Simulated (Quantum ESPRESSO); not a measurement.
# 1T-SnO2, 1 layer, stepped through biaxial strain, part 2 of 6

Aim: how the results for 1T-SnO2, 1 layer change with biaxial strain.

Quantum ESPRESSO 7.5; plane-wave DFT, PBE, GBRV ultrasoft pseudopotentials.

So far. Step 2 (Relaxing cell and ions of the reference):  The last row is no step: it is a fresh SCF in the final cell with a new plane-wave basis, +2 meV from the row before.

**3. Relaxing the ions, -4 %**

m0.relax.in

```
&control
  prefix = 'm0.relax'
  outdir = './out'
  pseudo_dir = './pseudo'
  nstep = 40
  forc_conv_thr = 0.0003
  calculation = 'relax'
  tstress = .true.
/
&system
  ibrav = 0
  nat = 3
  ntyp = 2
  ecutwfc = 50
  ecutrho = 250
  occupations = 'smearing'
  smearing = 'fd'
  degauss = 0.002
/
&electrons
  conv_thr = 1e-09
  mixing_beta = 0.4
  electron_maxstep = 120
  mixing_mode = 'plain'
/
&ions
/
ATOMIC_SPECIES
  O   15.9990  o_pbe_v1.2.uspp.F.UPF
  Sn  118.7100  sn_pbe_v1.4.uspp.F.UPF
CELL_PARAMETERS angstrom
  3.08525809344000 0.00000000000000 0.00000000000000
  -1.54262904672000 2.67191188608000 0.00000000000000
  0.00000000000000 0.00000000000000 16.78885438200000
ATOMIC_POSITIONS crystal
  O   0.666666666700 0.333333333300 0.439298387300
  Sn  0.000000000000 0.000000000000 0.500000000000
  O   0.333333333300 0.666666666700 0.560701612700
K_POINTS automatic
  12 12 1 0 0 0
```

Started as:

```
$ OMP_NUM_THREADS=1 mpirun -n 4 pw.x -nk 4 -in m0.relax.in > m0.relax.out
```

Output:

```text
[banner, memory and clock lines left out]
Program PWSCF v.7.5 starts
[citation notice left out]

[...]
Message from routine setup:
[...]
bravais-lattice index     =            0
     lattice parameter (alat)  =       5.8303  a.u.
     unit-cell volume          =     933.9665 (a.u.)^3
     number of atoms/cell      =            3
     number of atomic types    =            2
     number of electrons       =        26.00
     number of Kohn-Sham states=           17
     kinetic-energy cutoff     =      50.0000  Ry
     charge density cutoff     =     250.0000  Ry
     scf convergence threshold =      1.0E-09
     mixing beta               =       0.4000
     number of iterations used =            8  plain     mixing
     energy convergence thresh.=      1.0E-04
     force convergence thresh. =      3.0E-04
     Exchange-correlation=  SLA  PW   PBX  PBC
                           (   1   4   3   4   0   0   0)
     nstep                     =           40

[...]
PseudoPot. # 1 for O  read from file:
     ./pseudo/o_pbe_v1.2.uspp.F.UPF
     Pseudo is Ultrasoft + core correction, Zval =  6.0
     Generated by new atomic code, or converted to UPF format
     Using radial grid of  737 points,  5 beta functions with:
                l(1) =   0
                l(2) =   0
                l(3) =   1
                l(4) =   1
                l(5) =   2
     Q(r) pseudized with  8 coefficients,  rinner =    0.900   0.900   0.900
                                                       0.900   0.900

     PseudoPot. # 2 for Sn read from file:
     ./pseudo/sn_pbe_v1.4.uspp.F.UPF
     Pseudo is Ultrasoft + core correction, Zval = 14.0
     Generated by new atomic code, or converted to UPF format
     Using radial grid of  891 points,  6 beta functions with:
                l(1) =   0
                l(2) =   0
                l(3) =   1
                l(4) =   1
                l(5) =   2
                l(6) =   2
     Q(r) pseudized with  8 coefficients,  rinner =    1.350   1.350   1.350
                                                       1.350   1.350

     atomic species   valence    mass     pseudopotential
     O                 6.00    15.99900     O ( 1.00)
     Sn               14.00   118.71000     Sn( 1.00)

     12 Sym. Ops., with inversion, found

[...]
number of k points=    19  Fermi-Dirac smearing, width (Ry)=  0.0020
[...]
Dense  grid:    62409 G-vectors     FFT dimensions: (  30,  30, 160)

     Smooth grid:    44573 G-vectors     FFT dimensions: (  27,  27, 144)

     Check: negative core charge=   -0.000002

     Initial potential from superposition of free atoms

     starting charge      25.0000, renormalised to      26.0000

     negative rho (up, down):  7.504E-04 0.000E+00
     Starting wfcs are   17 randomized atomic wfcs

     per-process dynamical memory:    48.6 Mb

     Self-consistent Calculation

     iteration #  1     ecut=    50.00 Ry     beta= 0.40
     Davidson diagonalization with overlap
     ethr =  1.00E-02,  avg # of iterations =  7.1

     negative rho (up, down):  1.630E-04 0.000E+00

     total energy              =    -223.66813642 Ry
     estimated scf accuracy    <       0.82886066 Ry

     iteration #  2     ecut=    50.00 Ry     beta= 0.40
[...]
negative rho (up, down):  1.631E-04 0.000E+00

[...]
total energy              =    -223.85031021 Ry
     estimated scf accuracy    <       0.06456372 Ry

     iteration #  3     ecut=    50.00 Ry     beta= 0.40
[...]
negative rho (up, down):  3.290E-04 0.000E+00

[...]
total energy              =    -223.85442347 Ry
     estimated scf accuracy    <       0.01262327 Ry

     iteration #  4     ecut=    50.00 Ry     beta= 0.40
[...]
negative rho (up, down):  4.569E-04 0.000E+00

[...]
total energy              =    -223.85573364 Ry
     estimated scf accuracy    <       0.00152322 Ry

     iteration #  5     ecut=    50.00 Ry     beta= 0.40
[...]
negative rho (up, down):  5.216E-04 0.000E+00

[...]
total energy              =    -223.85597714 Ry
     estimated scf accuracy    <       0.00026674 Ry

     iteration #  6     ecut=    50.00 Ry     beta= 0.40
[...]
negative rho (up, down):  5.610E-04 0.000E+00

[...]
total energy              =    -223.85606736 Ry
     estimated scf accuracy    <       0.00003833 Ry

[...]
iteration #  9     ecut=    50.00 Ry     beta= 0.40
[...]
negative rho (up, down):  6.057E-04 0.000E+00

[...]
total energy              =    -223.85607962 Ry
     estimated scf accuracy    <       0.00000016 Ry

     iteration # 10     ecut=    50.00 Ry     beta= 0.40
[...]
negative rho (up, down):  6.107E-04 0.000E+00

[...]
total energy              =    -223.85607969 Ry
     estimated scf accuracy    <          3.2E-09 Ry

     iteration # 11     ecut=    50.00 Ry     beta= 0.40
[...]
negative rho (up, down):  6.137E-04 0.000E+00

[...]
total energy              =    -223.85607969 Ry
     estimated scf accuracy    <          2.0E-09 Ry

     iteration # 12     ecut=    50.00 Ry     beta= 0.40
[...]
negative rho (up, down):  6.183E-04 0.000E+00

[...]
End of self-consistent calculation

          k = 0.0000 0.0000 0.0000 (  5675 PWs)   bands (ev):

   -24.0094 -23.6473 -23.6473 -23.3210 -23.3210 -22.2396 -20.4635  -7.7218
    -5.2031  -5.2031  -4.7781  -4.5903  -4.5903  -0.5855   2.3576   3.8707
     4.1591

          k = 0.0000 0.0962 0.0000 (  5635 PWs)   bands (ev):

   -23.9604 -23.7277 -23.6235 -23.3554 -23.3235 -22.1981 -20.2978  -7.8352
    -5.5871  -5.3738  -4.9856  -4.5349  -4.4777  -0.2120   2.6522   4.0075
     4.3151

[...]
the Fermi energy is    -2.0618 ev

!    total energy              =    -223.85607969 Ry
     estimated scf accuracy    <          8.4E-11 Ry
     smearing contrib. (-TS)   =       0.00000000 Ry
     internal energy E=F+TS    =    -223.85607969 Ry

     The total energy is F=E-TS. E is the sum of the following terms:
     one-electron contribution =   -1095.66476661 Ry
     hartree contribution      =     556.03072534 Ry
     xc contribution           =     -57.99368268 Ry
     ewald contribution        =     373.77164426 Ry

     convergence has been achieved in  12 iterations

     negative rho (up, down):  6.183E-04 0.000E+00

     Forces acting on atoms (cartesian axes, Ry/au):

     atom    1 type  1   force =    -0.00000000    0.00000000   -0.03807852
     atom    2 type  2   force =    -0.00000000    0.00000000    0.00000000
     atom    3 type  1   force =     0.00000000    0.00000000    0.03807852

     Total force =     0.053851     Total SCF correction =     0.000009

     Computing stress (Cartesian axis) and pressure

     negative rho (up, down):  6.183E-04 0.000E+00
          total   stress  (Ry/bohr**3)                   (kbar)     P=       49.31
   0.00044239   0.00000000   0.00000000           65.08        0.00        0.00
   0.00000000   0.00044239   0.00000000            0.00       65.08        0.00
   0.00000000   0.00000000   0.00012090            0.00        0.00       17.79

     BFGS Geometry Optimization
     Energy error            =      2.9E-03 Ry
     Gradient error          =      3.8E-02 Ry/Bohr

     number of scf cycles    =   1
     number of bfgs steps    =   0

     energy             new  =    -223.8560796879 Ry

     new trust radius        =       0.0380785224 bohr
     new conv_thr            =       0.0000000010 Ry

ATOMIC_POSITIONS (crystal)
O                0.6666666667        0.3333333333        0.4380981692
Sn              -0.0000000000        0.0000000000        0.5000000000
O                0.3333333333        0.6666666667        0.5619018308

[...]
NEW-OLD atomic charge density approx. for the potential

     Check: negative core charge=   -0.000002

     negative rho (up, down):  7.580E-04 0.000E+00

     per-process dynamical memory:    75.7 Mb

[...]
!    total energy              =    -223.85847701 Ry
[...]
Total force =     0.035284     Total SCF correction =     0.000046
[...]
number of bfgs steps    =   1
[...]
energy             new  =    -223.8584770116 Ry
[...]
new trust radius        =       0.0418863747 bohr
[...]
!    total energy              =    -223.85997703 Ry
[...]
Total force =     0.015461     Total SCF correction =     0.000051
[...]
number of bfgs steps    =   2
[...]
energy             new  =    -223.8599770348 Ry
[...]
new trust radius        =       0.0326709441 bohr
[...]
!    total energy              =    -223.86034393 Ry
[...]
Total force =     0.000468     Total SCF correction =     0.000040
[...]
number of bfgs steps    =   3
[...]
energy             new  =    -223.8603439285 Ry
[...]
new trust radius        =       0.0010188364 bohr
[...]
Self-consistent Calculation

     iteration #  1     ecut=    50.00 Ry     beta= 0.40
     Davidson diagonalization with overlap
     ethr =  1.00E-06,  avg # of iterations =  2.0

     Threshold (ethr) on eigenvalues was too large:
     Diagonalizing with lowered threshold

     Davidson diagonalization with overlap
     ethr =  1.12E-09,  avg # of iterations =  2.6

     negative rho (up, down):  6.065E-04 0.000E+00

     total energy              =    -223.86034423 Ry
     estimated scf accuracy    <       0.00000032 Ry

[...]
iteration #  6     ecut=    50.00 Ry     beta= 0.40
[...]
negative rho (up, down):  6.056E-04 0.000E+00

[...]
End of self-consistent calculation

          k = 0.0000 0.0000 0.0000 (  5675 PWs)   bands (ev):

   -24.0172 -23.8228 -23.8228 -23.5179 -23.5179 -22.2625 -20.5614  -8.1579
    -5.1651  -5.1651  -4.8425  -4.6047  -4.6047  -0.9054   2.0837   3.9157
     4.2098

          k = 0.0000 0.0962 0.0000 (  5635 PWs)   bands (ev):

   -23.9831 -23.8832 -23.7993 -23.5554 -23.5211 -22.2109 -20.4118  -8.2434
    -5.5350  -5.3137  -4.9924  -4.5935  -4.5681  -0.5496   2.4124   4.0516
     4.3588

[...]
the Fermi energy is    -2.0961 ev

!    total energy              =    -223.86034428 Ry
     estimated scf accuracy    <          3.3E-12 Ry
     smearing contrib. (-TS)   =       0.00000000 Ry
     internal energy E=F+TS    =    -223.86034428 Ry

     The total energy is F=E-TS. E is the sum of the following terms:
     one-electron contribution =   -1079.41221975 Ry
     hartree contribution      =     547.74809639 Ry
     xc contribution           =     -57.89740060 Ry
     ewald contribution        =     365.70117967 Ry

     convergence has been achieved in   6 iterations

     negative rho (up, down):  6.056E-04 0.000E+00

     Forces acting on atoms (cartesian axes, Ry/au):

     atom    1 type  1   force =    -0.00000000   -0.00000000   -0.00000939
     atom    2 type  2   force =    -0.00000000    0.00000000    0.00000000
     atom    3 type  1   force =     0.00000000    0.00000000    0.00000939

     Total force =     0.000013     Total SCF correction =     0.000002
     SCF correction compared to forces is large: reduce conv_thr to get better values

     Computing stress (Cartesian axis) and pressure

     negative rho (up, down):  6.056E-04 0.000E+00
          total   stress  (Ry/bohr**3)                   (kbar)     P=       29.72
   0.00032085  -0.00000000   0.00000000           47.20       -0.00        0.00
   0.00000000   0.00032085   0.00000000            0.00       47.20        0.00
   0.00000000   0.00000000  -0.00003565            0.00        0.00       -5.24

     Energy error            =      3.5E-07 Ry
     Gradient error          =      9.4E-06 Ry/Bohr

     bfgs converged in   5 scf cycles and   4 bfgs steps
     (criteria: energy <  1.0E-04 Ry, force <  3.0E-04 Ry/Bohr)

     End of BFGS Geometry Optimization

     Final energy             =    -223.8603442821 Ry

     File ./out/m0.relax.bfgs deleted, as requested
Begin final coordinates

ATOMIC_POSITIONS (crystal)
O                0.6666666667        0.3333333333        0.4357160425
Sn              -0.0000000000        0.0000000000        0.5000000000
O                0.3333333333        0.6666666667        0.5642839575
End final coordinates

[...]
```

Run time: 39 s. Hardware: 4 MPI ranks of Intel Xeon Platinum 8488C (Sapphire Rapids), shared host; peak memory 0.48 GiB.

The steps of the relaxation:

| step | energy less that of the first step (eV) | largest force (eV/Å) |
| --- | --- | --- |
| 1 | 0.0000 | 0.9790 |
| 2 | -0.0326 | 0.6415 |
| 3 | -0.0530 | 0.2811 |
| 4 | -0.0580 | 0.0085 |
| 5 | -0.0580 | 0.0002 |

The atoms that moved most (Å):

| atom | dx | dy | dz | length |
| --- | --- | --- | --- | --- |
| O1 | 0.000 | 0.000 | -0.060 | 0.060 |
| O3 | 0.000 | 0.000 | 0.060 | 0.060 |

The relaxed structure:

```cif
data_structure
_symmetry_space_group_name_H-M 'P 1'
_symmetry_Int_Tables_number 1
_cell_length_a 3.0853
_cell_length_b 3.0853
_cell_length_c 16.7889
_cell_angle_alpha 90.000
_cell_angle_beta 90.000
_cell_angle_gamma 120.000
_cell_volume 138.40
loop_
_atom_site_label
_atom_site_type_symbol
_atom_site_fract_x
_atom_site_fract_y
_atom_site_fract_z
_atom_site_occupancy
O1 O 0.66667 0.33333 0.43572 1
Sn2 Sn 0.00000 0.00000 0.50000 1
O3 O 0.33333 0.66667 0.56428 1
```

The relaxation lowers the energy by 19 meV an atom.

Read from the output:

```
free energy  : -3045.7751 eV
Fermi energy : -2.096 eV
```

**4. Ground state, -4 %**

The self-consistent run of this member.

m0.scf.in

```
&control
  prefix = 'm0.scf'
  outdir = './out'
  pseudo_dir = './pseudo'
  calculation = 'scf'
  tprnfor = .true.
/
&system
  ibrav = 0
  nat = 3
  ntyp = 2
  ecutwfc = 40
  ecutrho = 200
  occupations = 'smearing'
  smearing = 'fd'
  degauss = 0.002
  nbnd = 17
/
&electrons
  conv_thr = 1e-09
  mixing_beta = 0.4
  electron_maxstep = 120
  mixing_mode = 'plain'
/
ATOMIC_SPECIES
  O   15.9990  o_pbe_v1.2.uspp.F.UPF
  Sn  118.7100  sn_pbe_v1.4.uspp.F.UPF
CELL_PARAMETERS angstrom
  3.08525809344000 0.00000000000000 0.00000000000000
  -1.54262904672000 2.67191188608000 0.00000000000000
  0.00000000000000 0.00000000000000 16.78885438200000
ATOMIC_POSITIONS crystal
  O   0.666666666700 0.333333333300 0.435716042500
  Sn  0.000000000000 0.000000000000 0.500000000000
  O   0.333333333300 0.666666666700 0.564283957500
K_POINTS automatic
  12 12 1 0 0 0
```

Started as:

```
$ OMP_NUM_THREADS=1 mpirun -n 4 pw.x -nk 4 -in m0.scf.in > m0.scf.out
```

Output:

```text
[banner, memory and clock lines left out]
Program PWSCF v.7.5 starts
[citation notice left out]

[...]
Message from routine setup:
[...]
bravais-lattice index     =            0
     lattice parameter (alat)  =       5.8303  a.u.
     unit-cell volume          =     933.9665 (a.u.)^3
     number of atoms/cell      =            3
     number of atomic types    =            2
     number of electrons       =        26.00
     number of Kohn-Sham states=           17
     kinetic-energy cutoff     =      40.0000  Ry
     charge density cutoff     =     200.0000  Ry
     scf convergence threshold =      1.0E-09
     mixing beta               =       0.4000
     number of iterations used =            8  plain     mixing
     Exchange-correlation=  SLA  PW   PBX  PBC
                           (   1   4   3   4   0   0   0)

[...]
PseudoPot. # 1 for O  read from file:
     ./pseudo/o_pbe_v1.2.uspp.F.UPF
     Pseudo is Ultrasoft + core correction, Zval =  6.0
     Generated by new atomic code, or converted to UPF format
     Using radial grid of  737 points,  5 beta functions with:
                l(1) =   0
                l(2) =   0
                l(3) =   1
                l(4) =   1
                l(5) =   2
     Q(r) pseudized with  8 coefficients,  rinner =    0.900   0.900   0.900
                                                       0.900   0.900

     PseudoPot. # 2 for Sn read from file:
     ./pseudo/sn_pbe_v1.4.uspp.F.UPF
     Pseudo is Ultrasoft + core correction, Zval = 14.0
     Generated by new atomic code, or converted to UPF format
     Using radial grid of  891 points,  6 beta functions with:
                l(1) =   0
                l(2) =   0
                l(3) =   1
                l(4) =   1
                l(5) =   2
                l(6) =   2
     Q(r) pseudized with  8 coefficients,  rinner =    1.350   1.350   1.350
                                                       1.350   1.350

     atomic species   valence    mass     pseudopotential
     O                 6.00    15.99900     O ( 1.00)
     Sn               14.00   118.71000     Sn( 1.00)

     12 Sym. Ops., with inversion, found

[...]
number of k points=    19  Fermi-Dirac smearing, width (Ry)=  0.0020
[...]
Dense  grid:    44573 G-vectors     FFT dimensions: (  27,  27, 144)

     Smooth grid:    31921 G-vectors     FFT dimensions: (  24,  24, 128)

     Initial potential from superposition of free atoms

     starting charge      25.0000, renormalised to      26.0000

     negative rho (up, down):  2.153E-04 0.000E+00
     Starting wfcs are   17 randomized atomic wfcs

     per-process dynamical memory:    37.3 Mb

     Self-consistent Calculation

     iteration #  1     ecut=    40.00 Ry     beta= 0.40
     Davidson diagonalization with overlap
     ethr =  1.00E-02,  avg # of iterations =  6.4

     negative rho (up, down):  9.715E-05 0.000E+00

     total energy              =    -223.66072680 Ry
     estimated scf accuracy    <       0.82453062 Ry

     iteration #  2     ecut=    40.00 Ry     beta= 0.40
[...]
negative rho (up, down):  1.142E-04 0.000E+00

[...]
total energy              =    -223.84699396 Ry
     estimated scf accuracy    <       0.07443756 Ry

     iteration #  3     ecut=    40.00 Ry     beta= 0.40
[...]
negative rho (up, down):  1.783E-04 0.000E+00

[...]
total energy              =    -223.85152772 Ry
     estimated scf accuracy    <       0.01284083 Ry

     iteration #  4     ecut=    40.00 Ry     beta= 0.40
[...]
negative rho (up, down):  2.337E-04 0.000E+00

[...]
total energy              =    -223.85285662 Ry
     estimated scf accuracy    <       0.00159158 Ry

     iteration #  5     ecut=    40.00 Ry     beta= 0.40
[...]
negative rho (up, down):  2.272E-04 0.000E+00

[...]
total energy              =    -223.85311472 Ry
     estimated scf accuracy    <       0.00028360 Ry

     iteration #  6     ecut=    40.00 Ry     beta= 0.40
[...]
negative rho (up, down):  2.244E-04 0.000E+00

[...]
total energy              =    -223.85321124 Ry
     estimated scf accuracy    <       0.00004897 Ry

[...]
iteration #  9     ecut=    40.00 Ry     beta= 0.40
[...]
negative rho (up, down):  2.242E-04 0.000E+00

[...]
total energy              =    -223.85322556 Ry
     estimated scf accuracy    <       0.00000023 Ry

     iteration # 10     ecut=    40.00 Ry     beta= 0.40
[...]
negative rho (up, down):  2.246E-04 0.000E+00

[...]
total energy              =    -223.85322561 Ry
     estimated scf accuracy    <          4.8E-09 Ry

     iteration # 11     ecut=    40.00 Ry     beta= 0.40
[...]
negative rho (up, down):  2.250E-04 0.000E+00

[...]
total energy              =    -223.85322562 Ry
     estimated scf accuracy    <          5.4E-09 Ry

     iteration # 12     ecut=    40.00 Ry     beta= 0.40
[...]
negative rho (up, down):  2.256E-04 0.000E+00

[...]
End of self-consistent calculation

          k = 0.0000 0.0000 0.0000 (  3969 PWs)   bands (ev):

   -24.0053 -23.8072 -23.8072 -23.5031 -23.5031 -22.2604 -20.5623  -8.1572
    -5.1650  -5.1650  -4.8423  -4.6031  -4.6031  -0.9052   2.0844   4.0178
     4.2760

          k = 0.0000 0.0962 0.0000 (  3968 PWs)   bands (ev):

   -23.9711 -23.8687 -23.7841 -23.5410 -23.5065 -22.2091 -20.4121  -8.2428
    -5.5348  -5.3134  -4.9917  -4.5928  -4.5668  -0.5493   2.4134   4.1518
     4.4244

[...]
the Fermi energy is    -2.0911 ev

!    total energy              =    -223.85322562 Ry
     estimated scf accuracy    <          8.5E-11 Ry
     smearing contrib. (-TS)   =       0.00000000 Ry
     internal energy E=F+TS    =    -223.85322562 Ry

     The total energy is F=E-TS. E is the sum of the following terms:
     one-electron contribution =   -1079.40716515 Ry
     hartree contribution      =     547.75155253 Ry
     xc contribution           =     -57.89879268 Ry
     ewald contribution        =     365.70117968 Ry

     convergence has been achieved in  12 iterations

     negative rho (up, down):  2.256E-04 0.000E+00

     Forces acting on atoms (cartesian axes, Ry/au):

     atom    1 type  1   force =     0.00000000    0.00000000   -0.00029099
     atom    2 type  2   force =     0.00000000   -0.00000000    0.00000000
     atom    3 type  1   force =     0.00000000    0.00000000    0.00029099

     Total force =     0.000412     Total SCF correction =     0.000024

[...]
```

It took 8.3 s on 4 MPI ranks; peak memory 0.44 GiB; 32 s of CPU time.

This step gave:

| Item | Value |
| --- | --- |
| free energy | -3045.6783 eV |
| Fermi energy | -2.091 eV |
| valence top, on the run's zero | -4.255 eV |
| conduction bottom, on the run's zero | -0.9052 eV |
| gap by band count | 3.350 eV |

(Part 2 of 6 ends here.)

[Logs are printed without paths, hosts, clocks, repeated set-up lines and the standing remarks that a program may print on its own settings, such as how far it seeks lower states.]

[Hosts, paths, dates, database ids (printed as entryN), source tags and the programs' standing remarks are cut or masked in the printed files.]

[Maps of the electrostatic potential energy from Ansatz leave out the sawtooth potential of an applied field or a dipole correction, so their vacuum need not be flat; planar profiles and work functions include it.]
